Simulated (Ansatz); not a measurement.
# How many bands does the GW gap of Ba2CeSnO6 (Fm-3m) need?, part 2 of 2

How do accuracy and time trade against each other in G0W0 on Ba2CeSnO6 (Fm-3m)?

Ansatz 0.2.0; G0W0 on PBE, plane waves, PAW; PAW set soft_1. Known limits of the many-body steps: not at the basis limit; f levels unsure; no spin polarisation; f levels unsure; no spin-orbit coupling; coarse k mesh.

So far. Step 4 (890 empty bands, screening to 180 eV): Against the run with 4×4×4 mesh, 413 empty bands, screening to 108 eV, PAW set soft_1 files, the gap moves by +0.10 eV.

In doubt: one-shot GW on d or f shells is unsure (steps 2, 3, 4, 5, 6, 7), so the values of those runs are not to be relied on.

## (5) Changing the k mesh: 2×2×2 mesh, 413 empty bands, screening to 108 eV, PAW set soft_1 files

A second mesh at equal bands and cutoff isolates the sampling error. Bands and cutoff differ from the step before, so it is read against an earlier run that matches them.

input.yaml

```yaml
crystal:
  lattice:
    - [0.0, 4.32948904, 4.32948904]
    - [4.32948904, 0.0, 4.32948904]
    - [4.32948904, 4.32948904, 0.0]
  atoms:
    - { symbol: Ba, position: [0.25, 0.25, 0.25] }
    - { symbol: Ba, position: [0.75, 0.75, 0.75] }
    - { symbol: Ce, position: [0.0, 0.0, 0.0] }
    - { symbol: Sn, position: [0.5, 0.5, 0.5] }
    - { symbol: O, position: [0.74212518, 0.25787482, 0.25787482] }
    - { symbol: O, position: [0.25787482, 0.74212518, 0.74212518] }
    - { symbol: O, position: [0.25787482, 0.74212518, 0.25787482] }
    - { symbol: O, position: [0.74212518, 0.25787482, 0.74212518] }
    - { symbol: O, position: [0.25787482, 0.25787482, 0.74212518] }
    - { symbol: O, position: [0.74212518, 0.74212518, 0.25787482] }
kpoints:
  mp_grid: { grid: [2, 2, 2] }
hamiltonian:
  xc: pbe
  pseudopotentials: { kind: paw, azcp: { folder: soft_1 } }
scf:
  occupations: { method: fixed }
gw:
  n_empty_bands: 413
  ecut_chi: 108
  qp_bands: [v3, c3]
  qp_kpoints: band_edges
  screening: { model: contour_deformation }
```

The run is started by

```sh
$ ansatz run input.yaml --threads 2 --pin off --max-ram 92160MiB --backend cuda --events-out ev --progress --plain --runs-dir out --devices 1 --max-vram 13GiB
```

Numbers of over 12 decimals in the logs are rounded to 6 here.

Output:

```text
GPUs: using 1 of 1 available (devices: 1).
[...]
GPU FFT provider: cuFFT
GPU libraries: cuBLAS 13.8.2, cuFFT 12.4.0, cuSOLVER 12.3.4
Crystal: 10 atoms, lattice volume = 162.308 Å³
Basis set: ecut = 420 eV, 3143 PW (Γ)
Bands: 51, of which v1, the nominal top of the filled ones, is band 41 counted from 1 (40 counted from 0)
Symmetry: 48 space group operations
[...]
k-points: 3 of 8
[...]
2    40      8.3470   -25.3253     4.4361   -20.5311  0.7204     7.9860     7.9889  root
     2    41      8.8905   -25.4277     4.8594   -20.1456  0.7216     8.4639     8.4677  root
     2    42     11.1696   -22.4764   -12.7724   -37.3496  0.5793    13.6943    13.2704  root ?
     2    43     11.4234   -23.4422   -12.0239   -37.5706  0.5835    13.9368    13.5280  root ?
     2    44     11.4234   -23.4422   -12.0239   -37.5706  0.5835    13.9368    13.5280  root ?
[key lines of the parts left out:]
SCF converged after 12 iterations
Free energy (F): -27916.083818 eV
Fermi energy:    8.933514 eV
```

Run time: 13 s. Hardware: 1 × NVIDIA H100 80GB HBM3 (shared by 6 runs) with 2 threads of AMD EPYC 7R13 (Zen 3), shared host; peak memory 1.3 GiB.

Numbers from this step:

* bands summed: 454
* RPA ε∞ on this mesh (eigenvalues): 4.914, 4.914, 4.914
* plane waves in the screening matrix: 411
* G0W0 gap on the mesh: 4.683 eV
* k of the valence top: 0, 0, -0.5
* k of the conduction bottom: 0, 0, -0.5
* starting gap on the mesh: 2.235 eV
* least direct G0W0 gap on the computed points: 4.683 eV

Against the run with 4×4×4 mesh, 413 empty bands, screening to 108 eV, PAW set soft_1 files, the gap moves by +0.06 eV, while the start moved by +0.05 eV. A band edge is found at another k point on this mesh.

## (6) Changing the frequency model: 4×4×4 mesh, 890 empty bands, screening to 180 eV, plasmon pole, PAW set soft_1 files

A plasmon pole stands in for the full frequency dependence of the screening; this run shows what that costs in accuracy. Bands and cutoff differ from the step before, so it is read against an earlier run that matches them.

Edit input.yaml of step 5 so:

```diff
@@ -17,3 +17,3 @@
 kpoints:
-  mp_grid: { grid: [2, 2, 2] }
+  mp_grid: { grid: [4, 4, 4] }
 hamiltonian:
@@ -24,6 +24,6 @@
 gw:
-  n_empty_bands: 413
-  ecut_chi: 108
+  n_empty_bands: 890
+  ecut_chi: 180.0
   qp_bands: [v3, c3]
   qp_kpoints: band_edges
-  screening: { model: contour_deformation }
+  screening: { model: godby_needs }
```

Output:

```text
GPUs: using 1 of 1 available (devices: 1).
[...]
GPU FFT provider: cuFFT
GPU libraries: cuBLAS 13.8.2, cuFFT 12.4.0, cuSOLVER 12.3.4
Crystal: 10 atoms, lattice volume = 162.308 Å³
Basis set: ecut = 420 eV, 3143 PW (Γ)
Bands: 51, of which v1, the nominal top of the filled ones, is band 41 counted from 1 (40 counted from 0)
Symmetry: 48 space group operations
[...]
k-points: 8 of 64
[...]
7    40      8.6771   -25.2920     4.5544   -20.2023  0.7601     8.1399     8.1418  root
     7    41      8.6771   -25.2920     4.5544   -20.2023  0.7601     8.1399     8.1418  root
     7    42     11.1038   -22.5623   -12.3774   -37.4630  0.6763    13.7703    13.6270  root ?
     7    43     11.3581   -23.4226   -11.6553   -37.5581  0.6779    13.9808    13.8383  root ?
     7    44     11.3818   -23.5302   -11.6868   -37.7049  0.6772    14.0115    13.8697  root ?
[key lines of the parts left out:]
SCF converged after 12 iterations
Free energy (F): -27916.203894 eV
Fermi energy:    8.910226 eV
```

The job ended after 88 s (1 × NVIDIA H100 80GB HBM3 (shared by 6 runs) with 2 threads; peak memory 6.4 GiB; 2.3 min of CPU time).

This step gave:

```
bands summed                                 : 931
plasmon-pole fit frequency                   : 26.39 eV
RPA ε∞ on this mesh (eigenvalues)            : 4.764, 4.764, 4.764
plane waves in the screening matrix          : 893
G0W0 gap on the mesh                         : 5.176 eV
k of the valence top                         : 0, 0.25, -0.25
k of the conduction bottom                   : 0, 0, -0.5
starting gap on the mesh                     : 2.187 eV
least direct G0W0 gap on the computed points : 5.181 eV
```

Against the run with 4×4×4 mesh, 890 empty bands, screening to 180 eV, PAW set soft_1 files, the gap moves by +0.46 eV.

## (7) Changing the files and raising the bands: 4×4×4 mesh, 1319 empty bands, screening to 234 eV, hard PAW files

Other atomic data (hard PAW) test the pseudisation: the cutoff goes from 420 to 930 eV and the valence electrons from 82 to 90, which opens shells that were frozen. Bands and screening cutoff change too, so the step is no clean test of the files.

This step: G0W0 on PBE, plane waves, PAW.

Edit input.yaml of step 6 so:

```diff
@@ -20,3 +20,3 @@
   xc: pbe
-  pseudopotentials: { kind: paw, azcp: { folder: soft_1 } }
+  pseudopotentials: { kind: paw, source: ansatz }
 scf:
@@ -24,6 +24,6 @@
 gw:
-  n_empty_bands: 890
-  ecut_chi: 180.0
+  n_empty_bands: 1319
+  ecut_chi: 234.0
   qp_bands: [v3, c3]
   qp_kpoints: band_edges
-  screening: { model: godby_needs }
+  screening: { model: contour_deformation }
```

Output:

```text
GPUs: using 1 of 1 available (devices: 1).
[...]
GPU FFT provider: cuFFT
GPU libraries: cuBLAS 13.8.2, cuFFT 12.4.0, cuSOLVER 12.3.4
Crystal: 10 atoms, lattice volume = 162.308 Å³
Basis set: ecut = 930 eV, 10417 PW (Γ)
Bands: 55, of which v1, the nominal top of the filled ones, is band 45 counted from 1 (44 counted from 0)
Symmetry: 48 space group operations
[...]
k-points: 8 of 64
[...]
7    44      9.0663   -25.2897     4.2882   -20.1986  0.7164     8.2477     8.2633  root
     7    45      9.0663   -25.2897     4.2882   -20.1986  0.7164     8.2477     8.2633  root
     7    46     11.5001   -22.4988   -12.9765   -37.3774  0.5718    13.6908    13.4021  root ?
     7    47     11.7536   -23.3575   -12.2523   -37.4758  0.5743    13.8940    13.6196  root ?
     7    48     11.7775   -23.4656   -12.2961   -37.6231  0.5726    13.9167    13.6388  root ?
[key lines of the parts left out:]
SCF converged after 13 iterations
Free energy (F): -31592.077957 eV
Fermi energy:    9.300504 eV
```

Wall time 1.7 min (1 × NVIDIA H100 80GB HBM3 (shared by 6 runs) with 2 threads); peak memory 6.2 GiB; 2.7 min of CPU time.

Numbers from this step:

```
bands summed                                 : 1364
RPA ε∞ on this mesh (eigenvalues)            : 4.749, 4.749, 4.749
plane waves in the screening matrix          : 1363
G0W0 gap on the mesh                         : 4.861 eV
k of the valence top                         : 0, 0.25, -0.25
k of the conduction bottom                   : 0, 0, -0.5
starting gap on the mesh                     : 2.193 eV
least direct G0W0 gap on the computed points : 4.865 eV
```

Against the run with 4×4×4 mesh, 890 empty bands, screening to 180 eV, PAW set soft_1 files, the gap moves by +0.14 eV.

## (8) The runs together

Times are wall times on 1 × NVIDIA H100 80GB HBM3 (shared by 6 runs) with 2 threads of AMD EPYC 7R13 (Zen 3), shared host, good to a factor of about two.

| mesh | files | frequency | bands summed | cutoff (eV) | start (eV) | G0W0 (eV) | time | host memory (GiB) |
| --- | --- | --- | --- | --- | --- | --- | --- | --- |
| 4×4×4 | PAW set soft_1 | contour deformation | 187 | 54 | 2.187 | 4.918 | 14 s | 1.2 |
| 4×4×4 | PAW set soft_1 | contour deformation | 454 | 108 | 2.187 | 4.620 | 22 s | 1.6 |
| 4×4×4 | PAW set soft_1 | contour deformation | 931 | 180 | 2.187 | 4.717 | 55 s | 2.7 |
| 2×2×2 | PAW set soft_1 | contour deformation | 454 | 108 | 2.235 | 4.683 | 13 s | 1.3 |
| 4×4×4 | PAW set soft_1 | plasmon pole | 931 | 180 | 2.187 | 5.176 | 88 s | 6.4 |
| 4×4×4 | hard PAW | contour deformation | 1364 | 234 | 2.193 | 4.861 | 1.7 min | 6.2 |

How the two edges are built up, in eV (the quasiparticle level is the starting level plus Σx plus Σc less Vxc):

| run | edge | start | Σx | Σc | Vxc | Z | QP |
| --- | --- | --- | --- | --- | --- | --- | --- |
| 187 bands | valence top | 8.75 | -26.42 | 4.24 | -22.33 | 0.74 | 8.90 |
| 187 bands | conduction bottom | 11.10 | -22.51 | -12.17 | -37.39 | 0.59 | 13.82 |
| 454 bands | valence top | 8.75 | -26.42 | 3.92 | -22.33 | 0.73 | 8.58 |
| 454 bands | conduction bottom | 11.10 | -22.51 | -12.79 | -37.39 | 0.58 | 13.20 |
| 931 bands | valence top | 8.75 | -26.42 | 3.66 | -22.33 | 0.73 | 8.32 |
| 931 bands | conduction bottom | 11.10 | -22.51 | -12.94 | -37.39 | 0.57 | 13.04 |

 Where G0W0 reorders the edges (187 bands, 454 bands and 931 bands), the two states listed lie further apart at the start than the starting gap.

## (9) Summary of results

| Property | Result |
| --- | --- |
| 187 bands, 54 eV | 4.918 eV |
| 454 bands, 108 eV | 4.620 eV |
| 931 bands, 180 eV | 4.717 eV |
| mesh and start | 4×4×4, PBE |

In words: From 187 to 931 bands the gap moves by −0.20 eV while the time grows 3.9-fold. Σc changes by −0.58 eV at the valence top and −0.78 eV at the conduction bottom, so the levels themselves move more than the gap between them. The gap turns back along the series, so no limit is drawn from it. On the 2×2×2 mesh in place of 4×4×4 the gap differs by +0.06 eV, of which +0.05 eV is already in the start. The plasmon-pole model gives +0.46 eV against contour deformation, 18 % of the correction, and saved no time in this program. With hard PAW files and 1364 bands the gap is 4.86 eV. Empty 4f levels lie among the conduction bands. Their place in the start is unsure; it enters the screening, and the edge itself where they lie low. The runs have no spin polarisation. For a closed low-spin shell that is the natural state; where a d or f shell is open it is a constraint, and the gap is then not the crystal's own. The compound holds f electrons or empty f levels, where one-shot G0W0 is unsure. The many-body steps are scalar-relativistic: spin-orbit coupling is not in them. The program marks a band-edge row as in doubt, so the gap is less sure than its digits.

[Paths, hosts, dates, memory and timing lines, banners, echoed tables and standing remarks are left out of the program output.]

[Logs are printed without paths, hosts, clocks, repeated set-up lines and the standing remarks that a program may print on its own settings, such as how far it seeks lower states.]

[Runs of the session that timed out or met a known fault of the program may be left out.]

[Cells called generated may have been cut or substituted from an entry of the Crystallography Open Database or the Materials Project.]

[Hosts, paths, dates, database ids (printed as entryN), source tags and the programs' standing remarks are cut or masked in the printed files.]
